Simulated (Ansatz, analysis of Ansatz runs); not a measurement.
# Y4S3N2 (C2/m), nudged elastic band: V_N hop (3.0 Å) (q = +3)

Aim: the barrier of one jump in Y4S3N2 (C2/m) at charge +3: V_N hop (3.0 Å). The model is a cell of 108 host atoms with 1 N taken out; N is the atom that moves.

Calculated with Ansatz 0.2.0; plane-wave PAW DFT, PBEsol; nudged elastic band between two relaxed defect structures at fixed charge in a uniform background.

**1. Set-up**

The cell holds 107 atoms: 48 Y, 36 S and 23 N. Its edges and angles: a = 11.374 Å, b = 13.329 Å, c = 15.760 Å, α = 83.9°, β = 76.1°, γ = 73.5°. It derives from Y4S3N2 (space group C2/m). Nearest the centre at fractional (0.333, 0.499, 0.750): N35 at 1.51 Å, Y47 at 1.67 Å, Y28 at 1.68 Å, N18 at 3.08 Å, N70 at 3.08 Å, Y11 at 3.16 Å, Y63 at 3.16 Å, Y49 at 3.42 Å. The cell carries charge +3.

The cell's shortest repeat is 11.4 Å.

**2. Relaxation of the start point, charge +3**

A barrier is counted from a minimum, so both ends are relaxed first. Small random displacements break the symmetry of the ideal sites, so that the defect can distort if it gains by it. The charge of +3 is set by the electron count, and a uniform background keeps the cell neutral.

qp3_c108k1s.start/input.yaml

```yaml
crystal:
  lattice:
    - [0.0, -11.37446657, 0.0]
    - [-12.77813411, -3.79148886, 0.02476517]
    - [-0.65688509, -3.79148886, -15.28259504]
  atoms:
    - { symbol: "Y", position: [0.25320871, 0.06483267, 0.1755412] }
    - { symbol: "Y", position: [0.08012462, 0.43516733, 0.3244588] }
    - { symbol: "Y", position: [0.14521115, 0.13623343, 0.42813311] }
    - { symbol: "Y", position: [0.18812218, 0.36376657, 0.07186689] }
    - { symbol: S, position: [0.0, 0.0, 0.0] }
    - { symbol: S, position: [0.05808532, 0.21787449, 0.10786956] }
    - { symbol: S, position: [0.27524802, 0.28212551, 0.39213044] }
    - { symbol: "N", position: [0.21463839, 0.03640595, 0.31967887] }
    - { symbol: "N", position: [0.11869494, 0.46359405, 0.18032113] }
    - { symbol: "Y", position: [0.25320871, 0.06483267, 0.6755412] }
    - { symbol: "Y", position: [0.08012462, 0.43516733, 0.8244588] }
    - { symbol: "Y", position: [0.14521115, 0.13623343, 0.92813311] }
    - { symbol: "Y", position: [0.18812218, 0.36376657, 0.57186689] }
    - { symbol: S, position: [0.0, 0.0, 0.5] }
    - { symbol: S, position: [0.05808532, 0.21787449, 0.60786956] }
    - { symbol: S, position: [0.27524802, 0.28212551, 0.89213044] }
    - { symbol: "N", position: [0.21463839, 0.03640595, 0.81967887] }
    - { symbol: "N", position: [0.11869494, 0.46359405, 0.68032113] }
    - { symbol: "Y", position: [0.25320871, 0.56483267, 0.1755412] }
    - { symbol: "Y", position: [0.08012462, 0.93516733, 0.3244588] }
    - { symbol: "Y", position: [0.14521115, 0.63623343, 0.42813311] }
    - { symbol: "Y", position: [0.18812218, 0.86376657, 0.07186689] }
    - { symbol: S, position: [0.0, 0.5, 0.0] }
    - { symbol: S, position: [0.05808532, 0.71787449, 0.10786956] }
    - { symbol: S, position: [0.27524802, 0.78212551, 0.39213044] }
    - { symbol: "N", position: [0.21463839, 0.53640595, 0.31967887] }
    - { symbol: "N", position: [0.11869494, 0.96359405, 0.18032113] }
    - { symbol: "Y", position: [0.25320871, 0.56483267, 0.6755412] }
    - { symbol: "Y", position: [0.08012462, 0.93516733, 0.8244588] }
    - { symbol: "Y", position: [0.14521115, 0.63623343, 0.92813311] }
    - { symbol: "Y", position: [0.18812218, 0.86376657, 0.57186689] }
    - { symbol: S, position: [0.0, 0.5, 0.5] }
    - { symbol: S, position: [0.05808532, 0.71787449, 0.60786956] }
    - { symbol: S, position: [0.27524802, 0.78212551, 0.89213044] }
    - { symbol: "N", position: [0.21463839, 0.53640595, 0.81967887] }
    - { symbol: "N", position: [0.11869494, 0.96359405, 0.68032113] }
    - { symbol: "Y", position: [0.58654204, 0.06483267, 0.1755412] }
    - { symbol: "Y", position: [0.41345796, 0.43516733, 0.3244588] }
    - { symbol: "Y", position: [0.47854449, 0.13623343, 0.42813311] }
    - { symbol: "Y", position: [0.52145551, 0.36376657, 0.07186689] }
    - { symbol: S, position: [0.33333333, 0.0, 0.0] }
    - { symbol: S, position: [0.39141865, 0.21787449, 0.10786956] }
    - { symbol: S, position: [0.60858135, 0.28212551, 0.39213044] }
    - { symbol: "N", position: [0.54797173, 0.03640595, 0.31967887] }
    - { symbol: "N", position: [0.45202827, 0.46359405, 0.18032113] }
    - { symbol: "Y", position: [0.58654204, 0.06483267, 0.6755412] }
    - { symbol: "Y", position: [0.41345796, 0.43516733, 0.8244588] }
    - { symbol: "Y", position: [0.47854449, 0.13623343, 0.92813311] }
    - { symbol: "Y", position: [0.52145551, 0.36376657, 0.57186689] }
    - { symbol: S, position: [0.33333333, 0.0, 0.5] }
    - { symbol: S, position: [0.39141865, 0.21787449, 0.60786956] }
    - { symbol: S, position: [0.60858135, 0.28212551, 0.89213044] }
    - { symbol: "N", position: [0.54797173, 0.03640595, 0.81967887] }
    - { symbol: "Y", position: [0.58654204, 0.56483267, 0.1755412] }
    - { symbol: "Y", position: [0.41345796, 0.93516733, 0.3244588] }
    - { symbol: "Y", position: [0.47854449, 0.63623343, 0.42813311] }
    - { symbol: "Y", position: [0.52145551, 0.86376657, 0.07186689] }
    - { symbol: S, position: [0.33333333, 0.5, 0.0] }
    - { symbol: S, position: [0.39141865, 0.71787449, 0.10786956] }
    - { symbol: S, position: [0.60858135, 0.78212551, 0.39213044] }
    - { symbol: "N", position: [0.54797173, 0.53640595, 0.31967887] }
    - { symbol: "N", position: [0.45202827, 0.96359405, 0.18032113] }
    - { symbol: "Y", position: [0.58654204, 0.56483267, 0.6755412] }
    - { symbol: "Y", position: [0.41345796, 0.93516733, 0.8244588] }
    - { symbol: "Y", position: [0.47854449, 0.63623343, 0.92813311] }
    - { symbol: "Y", position: [0.52145551, 0.86376657, 0.57186689] }
    - { symbol: S, position: [0.33333333, 0.5, 0.5] }
    - { symbol: S, position: [0.39141865, 0.71787449, 0.60786956] }
    - { symbol: S, position: [0.60858135, 0.78212551, 0.89213044] }
    - { symbol: "N", position: [0.54797173, 0.53640595, 0.81967887] }
    - { symbol: "N", position: [0.45202827, 0.96359405, 0.68032113] }
    - { symbol: "Y", position: [0.91987538, 0.06483267, 0.1755412] }
    - { symbol: "Y", position: [0.74679129, 0.43516733, 0.3244588] }
    - { symbol: "Y", position: [0.81187782, 0.13623343, 0.42813311] }
    - { symbol: "Y", position: [0.85478885, 0.36376657, 0.07186689] }
    - { symbol: S, position: [0.66666667, 0.0, 0.0] }
    - { symbol: S, position: [0.72475198, 0.21787449, 0.10786956] }
    - { symbol: S, position: [0.94191468, 0.28212551, 0.39213044] }
    - { symbol: "N", position: [0.88130506, 0.03640595, 0.31967887] }
    - { symbol: "N", position: [0.78536161, 0.46359405, 0.18032113] }
    - { symbol: "Y", position: [0.91987538, 0.06483267, 0.6755412] }
    - { symbol: "Y", position: [0.74679129, 0.43516733, 0.8244588] }
    - { symbol: "Y", position: [0.81187782, 0.13623343, 0.92813311] }
    - { symbol: "Y", position: [0.85478885, 0.36376657, 0.57186689] }
    - { symbol: S, position: [0.66666667, 0.0, 0.5] }
    - { symbol: S, position: [0.72475198, 0.21787449, 0.60786956] }
    - { symbol: S, position: [0.94191468, 0.28212551, 0.89213044] }
    - { symbol: "N", position: [0.88130506, 0.03640595, 0.81967887] }
    - { symbol: "N", position: [0.78536161, 0.46359405, 0.68032113] }
    - { symbol: "Y", position: [0.91987538, 0.56483267, 0.1755412] }
    - { symbol: "Y", position: [0.74679129, 0.93516733, 0.3244588] }
    - { symbol: "Y", position: [0.81187782, 0.63623343, 0.42813311] }
    - { symbol: "Y", position: [0.85478885, 0.86376657, 0.07186689] }
    - { symbol: S, position: [0.66666667, 0.5, 0.0] }
    - { symbol: S, position: [0.72475198, 0.71787449, 0.10786956] }
    - { symbol: S, position: [0.94191468, 0.78212551, 0.39213044] }
    - { symbol: "N", position: [0.88130506, 0.53640595, 0.31967887] }
    - { symbol: "N", position: [0.78536161, 0.96359405, 0.18032113] }
    - { symbol: "Y", position: [0.91987538, 0.56483267, 0.6755412] }
    - { symbol: "Y", position: [0.74679129, 0.93516733, 0.8244588] }
    - { symbol: "Y", position: [0.81187782, 0.63623343, 0.92813311] }
    - { symbol: "Y", position: [0.85478885, 0.86376657, 0.57186689] }
    - { symbol: S, position: [0.66666667, 0.5, 0.5] }
    - { symbol: S, position: [0.72475198, 0.71787449, 0.60786956] }
    - { symbol: S, position: [0.94191468, 0.78212551, 0.89213044] }
    - { symbol: "N", position: [0.88130506, 0.53640595, 0.81967887] }
    - { symbol: "N", position: [0.78536161, 0.96359405, 0.68032113] }
total_charge: 3
basis:
  ecutwfc: 420
  xc_grid: 2
hamiltonian:
  xc: pbesol
kpoints:
  mp_grid: { grid: [1, 1, 1], shift: [0.25, 0.25, 0.25] }
scf:
  occupations: { method: fixed }
  max_iter: 100
output:
  forces: true
relax:
  f_tol: 0.02
  max_steps: 70
  random_displacement: { amplitude: 0.03, seed: 9532 }
```

On the command line:

```bash
> ansatz run input.yaml --threads 32 --pin off --max-ram 84787MiB --backend cuda --events-out ev --progress --plain --runs-dir out --max-vram 78GiB
```

Numbers of over 12 decimals in the logs are rounded to 6 here.

What it wrote:

```text
[...]
Engine: ansatz 0.2.0, aarch64-unknown-linux-gnu
[...]
Pseudopotential: Y, paw, valence charge 11, recommended cutoff 420 eV (normal), Y.paw.azcp
Pseudopotential: S, paw, valence charge 6, recommended cutoff 420 eV (normal), S.paw.azcp
Pseudopotential: N, paw, valence charge 5, recommended cutoff 420 eV (normal), N.paw.azcp
Functional definition: PBEsol
[...]
Crystal: 107 atoms, lattice volume = 2221.426 Å³
Basis set: ecut = 420 eV, 43387 PW (Γ), exchange–correlation on 160×180×216 points (8 copies of the dense FFT grid, shifted against one another)
Bands: 535, of which v1, the nominal top of the filled ones, is band 428 counted from 1 (427 counted from 0)
[...]
k-points: 1
[...]
Functional: x = pbesol(κ = 0.804, μ = 0.123457), c = pbesol(β = 0.046)
[...]
SCF iter   2: F=—  HF=-222967.038984 eV  |F-HF|=—  |Δ(HF+E_count)|=   4.03e-1  Δρ=7.17e-3  dr2=9.10e0  ethr=1.13e-3  ⟨swp⟩=3.0  Hψ=755  notcnv=0  defer=104
[...]
SCF 1 converged in 14 iterations: F = -222965.947185 eV  dr2 = 3.74e-6
[...]
relax step   1: F+E_penalty+E_count = -222965.94718526 eV  Δ(F+E_penalty+E_count) = +0.000e0 eV  max|allowed force component| = 2.219e0 eV/Å  Δτ_max = 0.0000 Å  (14 SCF iters, dr2 threshold 1.00e-5 eV [...]
[...]
SCF iter   1: F=—  HF=-222969.210644 eV  |F-HF|=—  |Δ(HF+E_count)|=         —  Δρ=6.82e-3  dr2=4.68e0  ethr=5.52e-4  ⟨swp⟩=1.0  Hψ=1476  notcnv=0  defer=101
[...]
SCF iter   2: F=—  HF=-222968.227900 eV  |F-HF|=—  |Δ(HF+E_count)|=   9.83e-1  Δρ=3.85e-3  dr2=6.78e-1  ethr=5.46e-4  ⟨swp⟩=3.0  Hψ=818  notcnv=0  defer=105
[...]
SCF 2 converged in 13 iterations: F = -222968.051389 eV  dr2 = 6.03e-5
[...]
SCF 3 converged in 7 iterations: F = -222968.761856 eV  dr2 = 2.28e-5
[...]
SCF 7 converged in 7 iterations: F = -222968.975111 eV  dr2 = 4.88e-8
[...]
SCF converged after 7 iterations
[...]
```

The job ended after 8.8 s (1 × NVIDIA GB200 with 32 threads of Arm Neoverse V2, shared host; peak memory 1.5 GiB).

Step by step:

```tsv
step	energy less that of the first step (eV)	largest force component (eV/Å)
1	0.0000	2.2192
2	-2.1042	1.4989
3	-2.8147	0.4706
4	-2.9851	0.1924
5	-3.0215	0.0774
6	-3.0273	0.0353
7	-3.0279	0.0184
```

The atoms that moved most (Å, from the sites as typed, ahead of the random displacement, the mean shift of all atoms taken out):

```tsv
atom	dx	dy	dz	length
Y49	0.262	0.000	0.508	0.572
Y28	-0.207	0.253	-0.023	0.328
Y63	-0.206	-0.252	-0.021	0.326
Y47	0.028	0.000	-0.301	0.302
S43	0.089	-0.001	0.155	0.179
S67	-0.005	-0.077	-0.153	0.172
S103	-0.001	0.071	-0.147	0.163
N70	0.051	0.113	0.075	0.145
```

Neighbours of N35 at the end:

```tsv
atom	distance (Å)
Y28	2.201
Y30	2.218
Y47	2.234
Y11	2.396
N18	3.010
S16	3.387
S58	3.388
S23	3.457
```

Read from the output:

```
free energy                                                                                       : -222968.9751 eV
r.m.s. move of the farther half of the atoms                                                      : 0.03705 Å
largest move from the ideal geometry of this structure, a common shift of the far atoms taken out : 0.5663 Å
```

The relaxation gained 3.028 eV and ended with a largest force component of 0.018 eV/Å.

(Part 1 of 3 ends here.)

[Logs are printed without paths, hosts, clocks, repeated set-up lines and the standing remarks that a program may print on its own settings, such as how far it seeks lower states.]

[Hosts, paths, dates, database ids (printed as entryN), source tags and the programs' standing remarks are cut or masked in the printed files.]
